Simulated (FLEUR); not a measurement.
# Collinear magnetic orders of GdBi with FLEUR, part 3 of 3

Aim: find out whether GdBi carries moments, and which collinear order costs least.

FLEUR MaX-R8.1; PBEsol with U = 6.7 eV, J = 0.7 eV on Gd f; all-electron FLAPW, Dirac cores, scalar-relativistic bands.

So far, largest spin moment in the muffin-tin sphere (μB): step 2 (start 1: ferro +) 7.07; step 3 (run 2 (antiferro q=(0,1/2,1/2) +-)) 7.11; step 4 (start 3: antiferro q=(0,0,1/2) +-) 7.13.

## (6) Spin–orbit coupling, moments along [001]

Level of this step: PBEsol with U = 6.7 eV, J = 0.7 eV on Gd f; all-electron FLAPW, Dirac cores, scalar-relativistic bands with spin-orbit coupling (FLEUR).

Spin–orbit coupling ties the spins to the lattice and lets orbital moments form.

A new self-consistent run of the start antiferro q=(0,0,1/2) +-, with the moments along z. Here n_mmp_mat seeds f states of whole m by Hund's three rules.

inp.xml reads:

```
<?xml version="1.0" encoding="UTF-8" standalone="no"?>
<fleurInput fleurInputVersion="0.39">
   <comment>
      GdBi
   </comment>
   <calculationSetup>
      <cutoffs Kmax="3.6" Gmax="10.8" GmaxXC="10.8" numbands="146"/>
      <scfLoop itmax="130" minDistance="0.0001" maxIterBroyd="15" imix="Anderson" alpha="0.05" precondParam="0.0" spinf="2.0" sdNocoIR="T"/>
      <coreElectrons ctail="T" frcor="F" kcrel="0" coretail_lmax="0"/>
      <xcFunctional name="PBEs" relativisticCorrections="F"/>
      <magnetism jspins="2"/>
      <soc l_soc="T" theta="0.0" phi="0.0" spav="F"/>
      <expertModes spex="0" secvar="F"/>
      <geometryOptimization l_f="F" forcealpha="1.0" forcemix="BFGS" epsdisp="0.00001" epsforce="0.00001"/>
      <ldaU l_linMix="F" mixParam="0.05" spinf="1.0"/>
   </calculationSetup>
   <cell>
      <bzIntegration valenceElectrons="66.0" mode="hist" fermiSmearingEnergy="0.00293995">
         <kPointListSelection listName="default-1"/>
         <xi:include xmlns:xi="http://www.w3.org/2001/XInclude" href="kpts.xml"> </xi:include>
      </bzIntegration>
      <xi:include xmlns:xi="http://www.w3.org/2001/XInclude" href="sym.xml"> </xi:include>
      <bulkLattice scale="1.0">
         <bravaisMatrix>
            <row-1>    0.0000000000000000     6.0360663268281591     6.0360663268281591</row-1>
            <row-2>    6.0360663268281591     0.0000000000000000     6.0360663268281591</row-2>
            <row-3>   12.0721326536563183    12.0721326536563183     0.0000000000000000</row-3>
         </bravaisMatrix>
      </bulkLattice>
   </cell>
   <atomSpecies>
      <species name="Gadolinium7.001" element="Gd" atomicNumber="64">
         <mtSphere radius="2.8" gridPoints="925" logIncrement="0.014"/>
         <atomicCutoffs lmax="10" lnonsphr="8"/>
         <electronConfig flipSpins="F">
            <coreConfig>(1s1/2) (2s1/2) (2p1/2) (2p3/2) (3s1/2) (3p1/2) (3p3/2) (4s1/2) (3d3/2) (3d5/2) (4p1/2) (4p3/2) (4d3/2) (4d5/2)</coreConfig>
            <valenceConfig>(5s1/2) (5p1/2) (5p3/2) (6s1/2) (4f5/2) (4f7/2) (5d3/2) (5d5/2)</valenceConfig>
            <stateOccupation state="(4f5/2)" spinUp="2.5005" spinDown="0.4995"/>
            <stateOccupation state="(4f7/2)" spinUp="4.0" spinDown="0.0"/>
            <stateOccupation state="(5d3/2)" spinUp="0.4" spinDown="0.0"/>
            <stateOccupation state="(5d5/2)" spinUp="0.6" spinDown="0.0"/>
         </electronConfig>
         <energyParameters s="6" p="6" d="5" f="4"/>
         <ldaU l="3" U="6.7" J="0.7" l_amf="F"/>
         <lo type="SCLO" l="0" n="5" eDeriv="0"/>
         <lo type="SCLO" l="1" n="5" eDeriv="0"/>
      </species>
      <species name="Gadolinium-7.001" element="Gd" atomicNumber="64">
         <mtSphere radius="2.8" gridPoints="925" logIncrement="0.014"/>
         <atomicCutoffs lmax="10" lnonsphr="8"/>
         <electronConfig flipSpins="F">
            <coreConfig>(1s1/2) (2s1/2) (2p1/2) (2p3/2) (3s1/2) (3p1/2) (3p3/2) (4s1/2) (3d3/2) (3d5/2) (4p1/2) (4p3/2) (4d3/2) (4d5/2)</coreConfig>
            <valenceConfig>(5s1/2) (5p1/2) (5p3/2) (6s1/2) (4f5/2) (4f7/2) (5d3/2) (5d5/2)</valenceConfig>
            <stateOccupation state="(4f5/2)" spinUp="0.4995" spinDown="2.5005"/>
            <stateOccupation state="(4f7/2)" spinUp="0.0" spinDown="4.0"/>
            <stateOccupation state="(5d3/2)" spinUp="0.0" spinDown="0.4"/>
            <stateOccupation state="(5d5/2)" spinUp="0.0" spinDown="0.6"/>
         </electronConfig>
         <energyParameters s="6" p="6" d="5" f="4"/>
         <ldaU l="3" U="6.7" J="0.7" l_amf="F"/>
         <lo type="SCLO" l="0" n="5" eDeriv="0"/>
         <lo type="SCLO" l="1" n="5" eDeriv="0"/>
      </species>
      <species name="Bismuth (Bi)" element="Bi" atomicNumber="83">
         <mtSphere radius="2.8" gridPoints="925" logIncrement="0.015"/>
         <atomicCutoffs lmax="10" lnonsphr="8"/>
         <electronConfig flipSpins="F">
            <coreConfig>(1s1/2) (2s1/2) (2p1/2) (2p3/2) (3s1/2) (3p1/2) (3p3/2) (4s1/2) (3d3/2) (3d5/2) (4p1/2) (4p3/2) (5s1/2) (4d3/2) (4d5/2) (5p1/2) (5p3/2) (4f5/2) (4f7/2)</coreConfig>
            <valenceConfig>(6s1/2) (5d3/2) (5d5/2) (6p1/2) (6p3/2)</valenceConfig>
            <stateOccupation state="(6p1/2)" spinUp="0.500000" spinDown="0.500000"/>
            <stateOccupation state="(6p3/2)" spinUp="1.000000" spinDown="1.000000"/>
         </electronConfig>
         <energyParameters s="6" p="6" d="6" f="5"/>
         <lo type="SCLO" l="2" n="5" eDeriv="0"/>
      </species>
   </atomSpecies>
   <atomGroups>
      <atomGroup species="Gadolinium7.001">
         <relPos label="                   1">.0000000000 .0000000000 .0000000000</relPos>
         <force calculate="T" relaxXYZ="TTT"/>
      </atomGroup>
      <atomGroup species="Gadolinium-7.001">
         <relPos label="                   2">.0000000000 .0000000000 1.000/2.000</relPos>
         <force calculate="T" relaxXYZ="TTT"/>
      </atomGroup>
      <atomGroup species="Bismuth (Bi)">
         <relPos label="                   3">1.000/2.000 1.000/2.000 1.000/4.000</relPos>
         <relPos label="                   4">1.000/2.000 1.000/2.000 -1.000/4.000</relPos>
         <force calculate="T" relaxXYZ="TTT"/>
      </atomGroup>
   </atomGroups>
   <output dos="F" band="F" slice="F">
      <bandDOS minEnergy="-.5*Htr" maxEnergy="0.5*Htr" sigma="0.015" storeEVData="T"/>
      <plotting iplot="0" polar="F">
         <plot TwoD="T" vec1="  1.0  0.0  0.0" vec2="  0.0  1.0  0.0" vec3="  0.0  0.0  1.0" zero="  0.0  0.0  0.0" file="plot"/>
      </plotting>
      <moessbauerParams electricFieldGradient="F" isomerShift="F" coreHyperfine="F" valenceHyperfine="F"/>
   </output>
</fleurInput>
```

crystal.txt reads:

```
GdBi
&input film=F cartesian=F /
0.00000000000  3.19414874370  3.19414874370
3.19414874370  0.00000000000  3.19414874370
6.38829748740  6.38829748740  0.00000000000
1.8897261246
1.0 1.0 1.0

4
64 0.00000000000  0.00000000000  0.00000000000 : 7.001
64 0.00000000000  0.00000000000  0.50000000000 : -7.001
83 0.50000000000  0.50000000000  0.25000000000
83 0.50000000000  0.50000000000  0.75000000000

&soc 0.0000000 0.0000000 /
&kpt div1=8 div2=8 div3=4 gamma=T /
```

Launch:

```sh
OMP_NUM_THREADS=1 inpgen -f crystal.txt > inpgen.log  # inp.xml is then edited as shown
OMP_NUM_THREADS=1 mpirun -n 4 fleur_MPI > fleur.log
```

The program printed:

```text
[banner, memory and clock lines left out]
Welcome to FLEUR        (www.flapw.de)
      MaX-Release 8.1          (www.max-centre.eu)

 ========== k-point set info ==========
 Selected k-point list: default-1
 k-point list type: mesh
 8 x 8 x 4
 Number of k points: 132

 [... set-up left out ...]
 Iteration:     1   Distance:      19.30716337 me/bohr^3
 Iteration:     2   Distance:      18.46736373 me/bohr^3
 Iteration:     3   Distance:       4.22749405 me/bohr^3
 Iteration:     4   Distance:       1.91183481 me/bohr^3
 Iteration:     5   Distance:       0.87859767 me/bohr^3
 Iteration:     6   Distance:       0.16541973 me/bohr^3
 Iteration:     7   Distance:       0.14242556 me/bohr^3
 Iteration:     8   Distance:       0.06456381 me/bohr^3
 Iteration:     9   Distance:       0.04231554 me/bohr^3
 Iteration:    10   Distance:       0.03157934 me/bohr^3
 Iteration:    11   Distance:       0.00831557 me/bohr^3
 Iteration:    12   Distance:       0.00697797 me/bohr^3
 Iteration:    13   Distance:       0.00157494 me/bohr^3
 Iteration:    14   Distance:       0.00077794 me/bohr^3
 Iteration:    15   Distance:       0.00033224 me/bohr^3
 Iteration:    16   Distance:       0.00028860 me/bohr^3
 Iteration:    17   Distance:       0.00015985 me/bohr^3
 Iteration:    18   Distance:       0.00007546 me/bohr^3

 ********************************************************************
 Run finished successfully
 Stop message:
   all done
 ********************************************************************

--- out.xml (last complete iteration) ---
<iteration numberForCurrentRun="   18" overallNumber="   18">
         [... left out ...]
         <bandgap value="0.0000000614" units="eV"/>
         <sumValenceSingleParticleEnergies value="-20.8740313030" units="Htr"/>
         <FermiEnergy value="0.2815432404" units="Htr"/>
         [... left out ...]
         <magneticMomentsInMTSpheres units="muBohr">
            <globalMagMoment atomType="1" vec="0.00000   0.00000   7.13330"/>
            <globalMagMoment atomType="2" vec="0.00000   0.00000  -7.13330"/>
            <globalMagMoment atomType="3" vec="0.00000   0.00000   0.00000"/>
         </magneticMomentsInMTSpheres>
         <orbitalMomentsInMTSpheres units="muBohr">
            <globalMagMoment atomType="1" vec="-0.00040  -0.00040  -0.02615"/>
            <globalMagMoment atomType="2" vec="0.00040   0.00040   0.02615"/>
            <globalMagMoment atomType="3" vec="0.00000   0.00000   0.00000"/>
         </orbitalMomentsInMTSpheres>
         [... left out ...]
         <totalEnergy value="   -65705.3034554268" units="Htr">
            <sumOfEigenvalues value="   -40620.4484254941">
               <coreElectrons value="-40599.5743941911"/>
               <valenceElectrons value="-20.8740313030"/>
            </sumOfEigenvalues>
         [... left out ...]
            <freeEnergy value="-65705.3040860998"/>
            <extrapolationTo0K value="-65705.3037707633"/>
         </totalEnergy>
         [... left out ...]
         <ldaUDensityMatrixConvergence>
            <distance spin="1" distance="0.000001"/>
            <distance spin="2" distance="0.000000"/>
         </ldaUDensityMatrixConvergence>
         <densityConvergence units="me/bohr^3">
            <chargeDensity spin="1" distance="0.0000601803"/>
            <chargeDensity spin="2" distance="0.0000454866"/>
            <overallChargeDensity distance="0.0000754151"/>
            <spinDensity distance="0.0000754583"/>
         </densityConvergence>
      </iteration>
```

The job ended after 20 min (4 MPI ranks of Arm Neoverse V1, shared host; peak memory 1.6 GiB; 79 min of CPU time).

Spin moment in the muffin-tin sphere by atom:

| atom | spin moment in the muffin-tin sphere (μB) |
| --- | --- |
| Gd1 | 7.13 |
| Gd2 | -7.13 |
| Bi3 | 0.00 |
| Bi4 | 0.00 |

This step gave:

```yaml
free_energy: -1787932.4079 eV
program_s_band_gap_on_this_mesh_in_a_metal_only_a_level_spacing: 6.14e-8 eV
magnetization: 0 μB
final_state: antiferromagnetic
orbital_moment_along_the_spin: -0.02615 μB
```

Orbital moment in the sphere, along the spin axis by atom:

```
atom  orbital moment in the sphere, along the spin axis (μB)
 Gd1                                                 -0.0261
 Gd2                                                  0.0261
 Bi3                                                  0.0000
 Bi4                                                  0.0000
```

## (7) Summary of results

```json
{
 "lowest state found": "antiferromagnetic (typed antiferro q=(0,0,1/2) +-)",
 "largest site spin moment": "7.13 μB",
 "next finished state": "antiferromagnetic, 7.81 meV a seeded atom higher",
 "orbital moment on the atom of largest spin, along its spin (spin–orbit run)": "-0.0261 μB",
 "spin plus orbital moment": "Gd 7.11 μB"
}
```

What this shows: The lowest state found is antiferromagnetic, reached from the start antiferro q=(0,0,1/2) +-, with moments up to 7.13 μB. The next finished state costs 7.8 meV a seeded atom. The shell is near half filling, where Hund's rules give no orbital moment. This is the lowest of 3 finished starts, no proof of the ground state. The f shell is half filled, so the spin-only picture is fair.

[Logs and program files are shortened in this print: banners, set-up blocks, solver, clock and traceback lines can be left out without a mark of their own.]

[Logs are printed without paths, hosts, clocks, repeated set-up lines and the standing remarks that a program may print on its own settings, such as how far it seeks lower states.]

[Hosts, paths, dates, database ids (printed as entryN), source tags and the programs' standing remarks are cut or masked in the printed files.]

[Where a cell is said to come from a database of computed structures, the database is the Materials Project.]
